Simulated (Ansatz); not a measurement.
## Eu2Dy: relaxing a made-up structure

This structure for Eu2Dy is made up. Its elements were placed in a known structure type with a cell scaled to their sizes. What cell does the guess relax to, and how far off was it?

Calculated with Ansatz 0.2.0; DFT, PBE, plane-wave PAW, default files, scalar-relativistic, ferromagnetic start, cell and ions relaxed at zero pressure.

In doubt: a part-filled 4f shell, where there is one, can sit in one of many states, so energies may not be the lowest and differences between runs may mislead; derivatives with an open 4f shell can jump between states, which bears on forces and vibrations.

## Step 1: The structure

It takes space group P6/mmm (No. 191, hexagonal). The conventional cell has a = 5.521 Å, b = 5.521 Å, c = 3.952 Å, α = 90.00°, β = 90.00°, γ = 120.00°. Nearest to Dy lie 12 Eu at 3.75 Å and 2 Dy at 3.95 Å. Nearest to Eu lie 3 Eu at 3.19 Å and 6 Dy at 3.75 Å. Farther neighbours are not listed.

## Step 2: Relaxation of the guess

The guessed cell has no reason to be at equilibrium. It is relaxed with the atoms, within the space group of the guess.

Contents of input.yaml:

```yaml
crystal:
  lattice:
    - [5.521, 0.0, 0.0]
    - [-2.7605, 4.781326254, 0.0]
    - [0.0, 0.0, 3.952]
  atoms:
    - { symbol: Dy, position: [0.0, 0.0, 0.0], spin: 5.0 }
    - { symbol: Eu, position: [0.666666667, 0.333333333, 0.5], spin: 7.0 }
    - { symbol: Eu, position: [0.333333333, 0.666666667, 0.5], spin: 7.0 }
magnetization:
  spin_polarized: true
kpoints:
  mp_grid: { grid: [6, 6, 7] }
scf:
  occupations: { method: fermi_dirac, width: 0.05 }
hamiltonian:
  xc: pbe
  pseudopotentials: { kind: paw }
relax:
  f_tol: 0.015
  max_steps: 70
  cell: {}
output:
  forces: true
  stress: true
```

Started as:

```bash
ansatz run input.yaml --threads 4 --pin off --max-ram 10240MiB --backend cpu --events-out ev --progress --plain --runs-dir out
```

Numbers of over 12 decimals in the logs are rounded to 6 here.

The log of the run:

```text
Engine: ansatz 0.2.0, x86_64-unknown-linux-gnu
Pseudopotentials: kind: paw
Pseudopotential: Dy, paw, valence charge 20, recommended cutoff 420 eV (normal), Dy.paw.azcp
Pseudopotential: Eu, paw, valence charge 17, recommended cutoff 420 eV (normal), Eu.paw.azcp
Functional definition: PBE
  parameter kappa = 0.804
  parameter beta = 0.066725
  exchange = pbe_x(kappa = kappa, mu = beta*pi^2/3)
  correlation = pbe_c(beta = beta)
Crystal: 3 atoms, lattice volume = 104.324 Å³
Basis set: ecut = 420 eV, 2047 PW (Γ), exchange–correlation on 80×80×54 points (8 copies of the dense FFT grid, shifted against one another)
Bands: 44, of which v1, the nominal top of the filled ones, is band 27 counted from 1 (26 counted from 0)
Symmetry: 24 space group operations
Space group: P6/mmm (ITA 191), of the structure as read, at distance tolerance 4.7e-5 Å
Magnetic group: BNS 191.233 (UNI 1463), of the structure as read, at distance tolerance 4.7e-5 Å
k-points: 28 of 252
Non-local potential: Dy, projectors of the file, l = 0: 3, l = 1: 2, l = 2: 2, l = 3: 3
Non-local potential: Eu, projectors of the file, l = 0: 3, l = 1: 2, l = 2: 2, l = 3: 3
PAW form: soft (Blöchl's): semilocal exchange-correlation on the pseudo side does not see the compensation charge
PAW one-centre angular grid: Dy, 590 points (default); XC on 64 Gauss nodes
PAW one-centre angular grid: Eu, 590 points (default); XC on 64 Gauss nodes
Initial density: superposition of atomic densities (chi_scale 0.1, normalization cell)
Starting moments: Σ|m| = 19 μB on 3 of 3 sites
Initial wavefunctions: pseudopotential atomic-orbital guess
Functional: x = pbe(κ = 0.804, μ = 0.219515), c = pbe(β = 0.066725)
iter 1 solved again at ethr=2.42e-3 eV; its pass at ethr=3.10e-3 eV (dr2=1.31e0 eV) is discarded
SCF iter   1: F=—  HF=-28135.885560 eV  |F-HF|=—  |Δ(HF+E_count)|=         —  Δρ=3.34e-2 (↑3.34e-2 ↓2.54e-2)  dr2=1.31e0  dr2_m=6.47e-1  M=19.517 μB ∫|m|=19.517 μB  β_m=0.30  ethr=2.42e-3  ⟨swp⟩=1.0  Hψ=10743  notcnv=0
Mixer restart at iter 1: flushing history
preconditioner: auto → Kerker (q_TF=auto, 2.445 Å⁻¹)  [metal: Δε(μ)=0.008 eV  Ē_g=11.068 eV  σ=0.050 eV  W_gap=0.04  n_scr=26 (ndim 8)  ℏωp=25.2 eV  f_vac=0.000  D(μ)=24.63/eV (n_scr^D=464)]
spin=Collinear: Kerker preconditioning applied to the charge; magnetization (m = ρ↑ − ρ↓) channel mixes plain (no charge-response kernel on spin).
SCF iter   2: F=—  HF=-28136.517165 eV  |F-HF|=—  |Δ(HF+E_count)|=   6.32e-1  Δρ=2.18e-2 (↑2.18e-2 ↓1.80e-2)  dr2=5.81e-1  dr2_m=3.02e-1  M=19.572 μB ∫|m|=19.572 μB  β_m=0.58  ethr=2.42e-3  ⟨swp⟩=3.1  Hψ=4765  notcnv=0  defer=3
SCF iter   3: F=—  HF=-28137.456361 eV  |F-HF|=—  |Δ(HF+E_count)|=   9.39e-1  Δρ=1.46e-2 (↑1.46e-2 ↓7.23e-3)  dr2=3.79e-1  dr2_m=6.30e-2  M=19.868 μB ∫|m|=19.868 μB  β_m=0.57  ethr=1.08e-3  ⟨swp⟩=3.5  Hψ=5224  notcnv=0  defer=57
SCF iter   4: F=—  HF=-28137.653624 eV  |F-HF|=—  |Δ(HF+E_count)|=   1.97e-1  Δρ=6.07e-3 (↑6.07e-3 ↓4.40e-3)  dr2=7.39e-2  dr2_m=8.44e-3  M=20.021 μB ∫|m|=20.021 μB  β_m=0.65  ethr=7.03e-4  ⟨swp⟩=4.1  Hψ=6260  notcnv=0  defer=88
SCF iter   5: F=—  HF=-28137.720164 eV  |F-HF|=—  |Δ(HF+E_count)|=   6.65e-2  Δρ=4.58e-3 (↑4.58e-3 ↓1.62e-3)  dr2=4.11e-2  dr2_m=4.01e-3  M=20.058 μB ∫|m|=20.059 μB  β_m=0.82  ethr=1.37e-4  ⟨swp⟩=3.0  Hψ=5501  notcnv=0  defer=124
SCF iter   6: F=—  HF=-28137.765907 eV  |F-HF|=—  |Δ(HF+E_count)|=   4.57e-2  Δρ=2.98e-3 (↑2.98e-3 ↓2.34e-3)  dr2=1.54e-2  dr2_m=3.19e-3  M=20.144 μB ∫|m|=20.144 μB  β_m=0.76  ethr=7.62e-5  ⟨swp⟩=3.4  Hψ=5555  notcnv=0  defer=122
SCF iter   7: F=—  HF=-28137.777047 eV  |F-HF|=—  |Δ(HF+E_count)|=   1.11e-2  Δρ=1.69e-3 (↑5.07e-4 ↓1.69e-3)  dr2=4.24e-3  dr2_m=7.18e-4  M=20.183 μB ∫|m|=20.183 μB  β_m=0.88  ethr=2.86e-5  ⟨swp⟩=3.0  Hψ=5406  notcnv=0  defer=128
SCF iter   8: F=—  HF=-28137.779572 eV  |F-HF|=—  |Δ(HF+E_count)|=   2.53e-3  Δρ=5.61e-4 (↑5.61e-4 ↓2.16e-4)  dr2=2.47e-4  dr2_m=1.05e-4  M=20.210 μB ∫|m|=20.210 μB  β_m=0.92  ethr=7.85e-6  ⟨swp⟩=2.3  Hψ=4792  notcnv=0  defer=132
SCF iter   9: F=—  HF=-28137.779867 eV  |F-HF|=—  |Δ(HF+E_count)|=   2.94e-4  Δρ=1.10e-4 (↑7.25e-5 ↓1.10e-4)  dr2=1.19e-5  dr2_m=5.80e-6  M=20.229 μB ∫|m|=20.230 μB  β_m=0.96  ethr=4.58e-7  ⟨swp⟩=2.4  Hψ=4972  notcnv=0  defer=143
SCF iter  10: F=—  HF=-28137.785094 eV  |F-HF|=—  |Δ(HF+E_count)|=   5.23e-3  Δρ=5.75e-5 (↑5.75e-5 ↓4.31e-5)  dr2=2.82e-6  dr2_m=1.71e-6  M=20.239 μB ∫|m|=20.239 μB  β_m=0.98  ethr=2.21e-8  ⟨swp⟩=2.6  Hψ=4319  notcnv=0  defer=143
SCF iter  11: F=—  HF=-28154.143135 eV  |F-HF|=—  |Δ(HF+E_count)|=         —  Δρ=4.59e-1 (↑4.59e-1 ↓4.52e-1)  dr2=3.66e-2  dr2_m=1.98e2  M=11.348 μB ∫|m|=19.691 μB  β_m=1.00  ethr=5.22e-9  ⟨swp⟩=2.4  Hψ=3880  notcnv=0  defer=143
Mixer restart at iter 11: flushing history
SCF iter  12: F=—  HF=-28138.175661 eV  |F-HF|=—  |Δ(HF+E_count)|=    1.60e1  Δρ=2.63e-2 (↑4.84e-3 ↓2.63e-2)  dr2=6.59e-1  dr2_m=1.33e-1  M=11.066 μB ∫|m|=19.799 μB  β_m=0.98  ethr=9.26e-5  ⟨swp⟩=6.7  Hψ=9439  notcnv=0  defer=144
SCF iter  13: F=—  HF=-28139.333927 eV  |F-HF|=—  |Δ(HF+E_count)|=    1.16e0  Δρ=3.13e-2 (↑3.13e-2 ↓2.89e-2)  dr2=2.93e0  dr2_m=6.29e-3  M=10.986 μB ∫|m|=19.945 μB  β_m=0.58  ethr=9.26e-5  ⟨swp⟩=6.4  Hψ=9722  notcnv=0  defer=159  recentre
SCF iter  14: F=—  HF=-28137.806610 eV  |F-HF|=—  |Δ(HF+E_count)|=    1.53e0  Δρ=1.06e-2 (↑1.39e-3 ↓1.06e-2)  dr2=8.64e-2  dr2_m=2.66e-2  M=11.009 μB ∫|m|=19.836 μB  β_m=0.76  ethr=9.26e-5  ⟨swp⟩=5.4  Hψ=9476  notcnv=0  defer=180
SCF iter  15: F=—  HF=-28137.736411 eV  |F-HF|=—  |Δ(HF+E_count)|=   7.02e-2  Δρ=1.38e-3 (↑1.38e-3 ↓6.05e-4)  dr2=4.39e-3  dr2_m=1.80e-4  M=10.954 μB ∫|m|=19.856 μB  β_m=0.88  ethr=9.26e-5  ⟨swp⟩=3.6  Hψ=5948  notcnv=0  defer=154
SCF iter  16: F=—  HF=-28137.988750 eV  |F-HF|=—  |Δ(HF+E_count)|=         —  Δρ=1.26e-2 (↑1.26e-2 ↓1.68e-4)  dr2=4.38e-2  dr2_m=3.79e-2  M=10.970 μB ∫|m|=19.943 μB  β_m=1.00  ethr=8.14e-6  ⟨swp⟩=2.3  Hψ=4616  notcnv=0  defer=151
Mixer restart at iter 16: flushing history
SCF iter  17: F=—  HF=-28137.285100 eV  |F-HF|=—  |Δ(HF+E_count)|=         —  Δρ=2.86e-3 (↑2.18e-3 ↓2.86e-3)  dr2=1.66e-2  dr2_m=2.55e-4  M=10.977 μB ∫|m|=19.943 μB  β_m=1.00  ethr=9.26e-5  ⟨swp⟩=3.4  Hψ=5642  notcnv=0  defer=150
Mixer restart at iter 17: flushing history
SCF iter  18: F=—  HF=-28138.364422 eV  |F-HF|=—  |Δ(HF+E_count)|=         —  Δρ=1.26e-2 (↑1.26e-2 ↓5.77e-3)  dr2=1.11e-1  dr2_m=3.27e-2  M=10.914 μB ∫|m|=19.922 μB  β_m=1.00  ethr=9.26e-5  ⟨swp⟩=4.3  Hψ=6327  notcnv=0  defer=154
Mixer restart at iter 18: flushing history
[...]
SCF iter   7: F=—  HF=-28138.083619 eV  |F-HF|=—  |Δ(HF+E_count)|=   9.20e-3  Δρ=1.21e-3 (↑1.21e-3 ↓3.07e-4)  dr2=3.10e-3  dr2_m=2.66e-4  M=10.880 μB ∫|m|=19.744 μB  β_m=0.79  ethr=2.03e-5  ⟨swp⟩=2.6  Hψ=5426  notcnv=0  defer=128
SCF iter   8: F=—  HF=-28138.336409 eV  |F-HF|=—  |Δ(HF+E_count)|=         —  Δρ=1.19e-2 (↑1.19e-2 ↓2.35e-4)  dr2=4.18e-2  dr2_m=3.81e-2  M=10.914 μB ∫|m|=19.838 μB  β_m=1.00  ethr=5.74e-6  ⟨swp⟩=2.2  Hψ=4143  notcnv=0  defer=138
Mixer restart at iter 8: flushing history
SCF iter   9: F=—  HF=-28137.587254 eV  |F-HF|=—  |Δ(HF+E_count)|=         —  Δρ=2.54e-3 (↑1.91e-3 ↓2.54e-3)  dr2=1.45e-2  dr2_m=2.45e-4  M=10.937 μB ∫|m|=19.854 μB  β_m=1.00  ethr=9.26e-5  ⟨swp⟩=3.3  Hψ=5584  notcnv=1  defer=136
Mixer restart at iter 9: flushing history
SCF iter  10: F=—  HF=-28138.715972 eV  |F-HF|=—  |Δ(HF+E_count)|=         —  Δρ=1.19e-2 (↑1.19e-2 ↓5.14e-3)  dr2=9.65e-2  dr2_m=3.35e-2  M=10.890 μB ∫|m|=19.841 μB  β_m=1.00  ethr=9.26e-5  ⟨swp⟩=4.0  Hψ=6146  notcnv=0  defer=144
Mixer restart at iter 10: flushing history
SCF iter  11: F=—  HF=-28138.335674 eV  |F-HF|=—  |Δ(HF+E_count)|=   3.80e-1  Δρ=1.36e-2 (↑1.36e-2 ↓9.08e-3)  dr2=4.79e-1  dr2_m=6.52e-3  M=10.895 μB ∫|m|=19.709 μB  β_m=0.79  ethr=9.26e-5  ⟨swp⟩=4.3  Hψ=8328  notcnv=0  defer=142
SCF iter  12: F=—  HF=-28138.649817 eV  |F-HF|=—  |Δ(HF+E_count)|=   3.14e-1  Δρ=1.66e-2 (↑1.66e-2 ↓1.53e-2)  dr2=9.20e-1  dr2_m=1.94e-3  M=10.863 μB ∫|m|=19.838 μB  β_m=0.42  ethr=9.26e-5  ⟨swp⟩=6.1  Hψ=8812  notcnv=0  defer=135
SCF iter  13: F=—  HF=-28138.132502 eV  |F-HF|=—  |Δ(HF+E_count)|=   5.17e-1  Δρ=4.79e-3 (↑4.79e-3 ↓4.32e-3)  dr2=7.43e-2  dr2_m=2.60e-4  M=10.863 μB ∫|m|=19.783 μB  β_m=0.77  ethr=9.26e-5  ⟨swp⟩=5.1  Hψ=7133  notcnv=0  defer=134
SCF iter  14: F=—  HF=-28138.074505 eV  |F-HF|=—  |Δ(HF+E_count)|=   5.80e-2  Δρ=4.68e-4 (↑3.22e-4 ↓4.68e-4)  dr2=1.49e-4  dr2_m=1.16e-4  M=10.865 μB ∫|m|=19.752 μB  β_m=0.83  ethr=9.26e-5  ⟨swp⟩=3.9  Hψ=5728  notcnv=0  defer=142
SCF iter  15: F=—  HF=-28138.074363 eV  |F-HF|=—  |Δ(HF+E_count)|=         —  Δρ=3.97e-4 (↑1.97e-4 ↓3.97e-4)  dr2=1.20e-4  dr2_m=5.38e-5  M=10.856 μB ∫|m|=19.740 μB  ethr=2.76e-7  ⟨swp⟩=2.5  Hψ=5018  notcnv=0  defer=135
Mixer restart at iter 15: flushing history
SCF iter  16: F=—  HF=-28138.119432 eV  |F-HF|=—  |Δ(HF+E_count)|=         —  Δρ=5.50e-6 (↑4.77e-6 ↓5.50e-6)  dr2=8.62e-8  dr2_m=5.89e-9  M=20.119 μB ∫|m|=20.119 μB  β_m=0.83  ethr=2.45e-9  ⟨swp⟩=6.7  Hψ=7784  notcnv=0
SCF iter  17: F=—  HF=-28138.119432 eV  |F-HF|=—  |Δ(HF+E_count)|=   8.28e-8  Δρ=1.10e-5 (↑1.10e-5 ↓9.16e-6)  dr2=3.29e-7  dr2_m=2.03e-8  M=20.119 μB ∫|m|=20.119 μB  β_m=0.83  ethr=1.60e-10  ⟨swp⟩=2.9  Hψ=4641  notcnv=0
SCF iter  18: F=—  HF=-28138.119432 eV  |F-HF|=—  |Δ(HF+E_count)|=   9.32e-8  Δρ=3.00e-6 (↑3.00e-6 ↓1.43e-6)  dr2=2.31e-8  dr2_m=2.11e-9  M=20.119 μB ∫|m|=20.119 μB  β_m=0.91  ethr=1.60e-10  ⟨swp⟩=2.6  Hψ=4084  notcnv=0
SCF iter  19: F=—  HF=-28138.119432 eV  |F-HF|=—  |Δ(HF+E_count)|=   1.75e-8  Δρ=2.53e-6 (↑2.53e-6 ↓1.51e-6)  dr2=1.10e-8  dr2_m=1.48e-9  M=20.118 μB ∫|m|=20.119 μB  β_m=0.71  ethr=4.28e-11  ⟨swp⟩=2.0  Hψ=3994  notcnv=0
SCF iter  20: F=—  HF=-28138.119432 eV  |F-HF|=—  |Δ(HF+E_count)|=   6.32e-9  Δρ=7.04e-7 (↑7.04e-7 ↓4.30e-7)  dr2=1.51e-9  dr2_m=1.40e-10  M=20.118 μB ∫|m|=20.119 μB  β_m=0.73  ethr=2.03e-11  ⟨swp⟩=2.0  Hψ=3999  notcnv=0
SCF iter  21: F=—  HF=-28138.119432 eV  |F-HF|=—  |Δ(HF+E_count)|=   2.19e-7  Δρ=1.81e-7 (↑1.81e-7 ↓1.56e-7)  dr2=1.28e-10  dr2_m=1.11e-11  M=20.118 μB ∫|m|=20.119 μB  β_m=0.86  ethr=2.79e-12  ⟨swp⟩=2.0  Hψ=3705  notcnv=0
SCF iter  22: F=—  HF=-28138.119432 eV  |F-HF|=—  |Δ(HF+E_count)|=  5.09e-11  Δρ=6.53e-8 (↑3.74e-8 ↓6.53e-8)  dr2=5.65e-12  dr2_m=1.53e-12  M=20.118 μB ∫|m|=20.119 μB  β_m=0.93  ethr=1.00e-12  ⟨swp⟩=1.8  Hψ=2730  notcnv=0
SCF iter  23: F=—  HF=-28138.119432 eV  |F-HF|=—  |Δ(HF+E_count)|=    0.00e0  Δρ=2.21e-8 (↑1.97e-8 ↓2.21e-8)  dr2=1.01e-12  dr2_m=2.40e-13  M=20.118 μB ∫|m|=20.119 μB  β_m=0.96  ethr=1.00e-12  ⟨swp⟩=1.0  Hψ=2464  notcnv=0
SCF iter  24: F=—  HF=-28138.119432 eV  |F-HF|=—  |Δ(HF+E_count)|=  1.46e-11  Δρ=8.03e-9 (↑6.12e-9 ↓8.03e-9)  dr2=1.16e-13  dr2_m=2.51e-14  M=20.118 μB ∫|m|=20.119 μB  β_m=0.98  ethr=1.00e-12  ⟨swp⟩=1.0  Hψ=2464  notcnv=0
SCF iter  25: F=-28138.119432 eV  HF=-28138.119432 eV  |F-HF|=1.46e-11  |Δ(HF+E_count)|=  7.28e-12  Δρ=1.37e-7 (↑4.74e-8 ↓1.37e-7)  dr2=2.52e-11  dr2_m=5.67e-12  M=20.118 μB ∫|m|=20.119 μB  ethr=1.00e-12  ⟨swp⟩=5.2  Hψ=10039  notcnv=0
SCF 6 converged in 25 iterations: F = -28138.119432 eV  dr2 = 2.52e-11
relax step   6: F+E_penalty+E_count = -28138.11943205 eV  Δ(F+E_penalty+E_count) = -3.518e-3 eV  max|allowed force component| = 1.793e-17 eV/Å  Δτ_max = 0.0000 Å  P = +0.030 GPa  Ω = 116.695 Å³  stress off target by 4.13e-2 GPa  SCF on the basis re-selected at this cell (its energy is not comparable with the rows above)  (25 SCF iters)
basis re-selected at this cell: Δ(F+E_penalty+E_count) = -3.518e-3 eV, ΔP = +0.026 GPa vs the last step (what re-selecting the basis moved, of the pressure what is left beyond the Pulay correction that the steps carried, after the strain that the cell walked since its last selection, with what the two solves' SCF thresholds leave and, on support functions, any second-order correction that the steps lacked; it is no measure of the basis error at this ecutwfc). The dense FFT grid was sized anew with the basis: this SCF ran on 45×45×25 points, the steps before it on 40×40×27, so part of this shift can come from that change (see relax.cell in the input reference). [rest of the remark cut]
SCF converged after 25 iterations
Magnetization: 20.1184 μB (37.0592 up, 16.9408 down)
Absolute magnetization: 20.1187 μB (∫|ρ↑−ρ↓|, with the PAW one-centre terms)
Spin contamination: 0.0274 ħ² per cell (⟨S²⟩ above its minimum at these occupations)
Per-site moments (μB) at R_I (Å): [(4.823854, 1.522606), (7.048867, 1.438940), (7.048867, 1.438940)]
Free energy (F): -28138.119432 eV
Harris-Foulkes:  -28138.119432 eV  (|F-HF|=1.46e-11)
Internal energy: -28138.027337 eV  (E = F + TS)
E sigma→0 (E₀):  -28138.073385 eV
Entropy (-TS):   -0.092095 eV (-30.698 meV/atom)
Fermi energy:    9.869356 eV
--- Per-component energies (eV) ---
  E_band       = -117.046624
  E_kinetic    = 1065.330841
  E_local      = -7948.314519  (includes V_loc(G=0)·N_el)
  E_nonlocal   = 1728.736858
  E_hartree    = 3218.209792
  E_xc         = -535.085310
  E_vxc        = -612.873419  (∫ρ·V_xc dr)
  E_paw        = -19689.734020  (= ΣΔE_a)
  E_vpaw       = -786.346180  (= ΣTr[D̂ρ^β])
  E_aug_tail   = -0.000003  (compensation charges beyond the density's cutoff)
  E_ewald      = -5977.170974
  E_smearing   = -0.092095  (= −TS)
  E_closure    = -0.000000  (closes the sum)
  Σ components = -28138.119432   (vs F -28138.119432, Δ=0.00e0)
--- Forces (eV/Å), atoms counted from 1 ---
  atom   1  Dy    -0.00000000    -0.00000000     0.00000000
  atom   2  Eu    -0.00000000     0.00000000     0.00000000
  atom   3  Eu     0.00000000    -0.00000000     0.00000000
  max |Σ_I F_I| component: 2.10e-30 eV/Å
--- Stress (GPa, compression-positive) ---
        0.041260       0.000000       0.000000
        0.000000       0.041260       0.000000
        0.000000       0.000000       0.007413
  P = ⅓ Tr σ = 0.0300 GPa (0.300 kbar)
--- Relaxed structure (5 steps of the walk, 5 accepted, 1 SCFs on fresh bases) ---
  F+E_penalty+E_count = -28138.11943205 eV   max|allowed force component| = 1.793e-17 eV/Å   (the final SCF, on the basis selected at the relaxed cell)
  cell:  # Å, volume = 116.6951 Å³
    - [6.041980, 0.0, 0.0]
    - [-3.020990, 5.232508, 2.5093334004755864e-18]
    - [0.0, 2.0740867850376037e-18, 3.691167]
  atoms:
    - { symbol: Dy, position: [0, 0, 0] }
    - { symbol: Eu, position: [0.666667, 0.333333, 0.5] }
    - { symbol: Eu, position: [0.333333, 0.666667, 0.5] }
```

Wall time 35 s (4 threads of Intel Xeon 6975P-C (Granite Rapids), shared host); peak memory 0.75 GiB.

The steps of the relaxation:

```
step  energy less that of the first step (eV)  largest force component (eV/Å)  pressure (GPa)  volume (Å³)
   1                                   0.0000                          0.0000            2.54       104.32
   2                                  -0.2625                          0.0000            1.24       109.86
   3                                  -0.3295                          0.0000            0.29       114.70
   4                                  -0.3308                          0.0000            0.06       116.31
   5                                  -0.3308                          0.0000            0.00       116.70
  6*                                  -0.3343                          0.0000            0.03       116.70
```

Relaxation steps marked * repeat the geometry before them on a plane-wave basis chosen anew for their cell, so energy and pressure can jump there.

Forces are held to the 24 operations that the run works with; a distortion that breaks them can't arise in this run.

```
conventional cell, symmetrised  before  after   change
                         a (Å)   5.521  6.042   +9.4 %
                         b (Å)   5.521  6.042   +9.4 %
                         c (Å)   3.952  3.691   -6.6 %
              volume (Å³/atom)   34.77  38.90  +11.9 %
```

The relaxed structure:

```
Dy Eu
1.0
     6.04198    0.00000    0.00000
    -3.02099    5.23251    0.00000
     0.00000    0.00000    3.69117
Dy Eu
1 2
Direct
  0.00000 0.00000 0.00000
  0.66667 0.33333 0.50000
  0.33333 0.66667 0.50000
```

Numbers from this step:

```yaml
free_energy: -28138.1194 eV
energy_at_zero_smearing: -28138.0734 eV
smearing_term_ts: 0.09210 eV
fermi_energy: 9.869 eV
magnetization: 20.12 μB
absolute_magnetization: 20.12 μB
site_moments: 4.824, 7.049, 7.049 μB
electrons: 54
symmetry_operations: 24
pressure: 0.02998 GPa
```

Site moment by atom:

```
atom  site moment (μB)
 Dy1              4.82
 Eu2              7.05
 Eu3              7.05
```

Shortest distances by pair of elements, guess and relaxed (not always the same contact):

```
 pair  guess (Å)  relaxed (Å)
Eu–Eu      3.188        3.488
Dy–Dy      3.952        3.691
Dy–Eu      3.750        3.946
```

The relaxation ends with a pressure of 0.03 GPa.

## Step 3: Outcome

- space group, relaxed: P6/mmm
- conventional cell: a = 6.042, b = 6.042, c = 3.691 Å; α = 90.0°, β = 90.0°, γ = 120.0°
- volume per atom: 38.90 Å³ (guess 34.77)
- total moment: 20.12 μB in the cell of 3 atoms

**Reading.** Eu2Dy relaxes to P6/mmm with a = 6.042, b = 6.042 and c = 3.691 Å. The guessed volume was 11 % too small. The space group P6/mmm was held in the relaxation, so the end point is a stationary structure within it and may be a saddle against distortions or other arrangements. The input starts from parallel moments, and no other start was typed. The f shell may be open and has no Hubbard U, so its place in energy and the volume are uncertain. The electronic state may lie above the lowest one. Mesh and cutoff weren't tested. A vector of the cell changed its length by 9 %, more than the volume shows. Spin-orbit coupling is left out, which can matter for elements this heavy. No dispersion term is used, so weakly bound directions may come out too long. Nothing here tests whether the compound is stable against decomposition.

[Logs are printed without paths, hosts, clocks, repeated set-up lines and the standing remarks that a program may print on its own settings, such as how far it seeks lower states.]

[Hosts, paths, dates, database ids (printed as entryN), source tags and the programs' standing remarks are cut or masked in the printed files.]
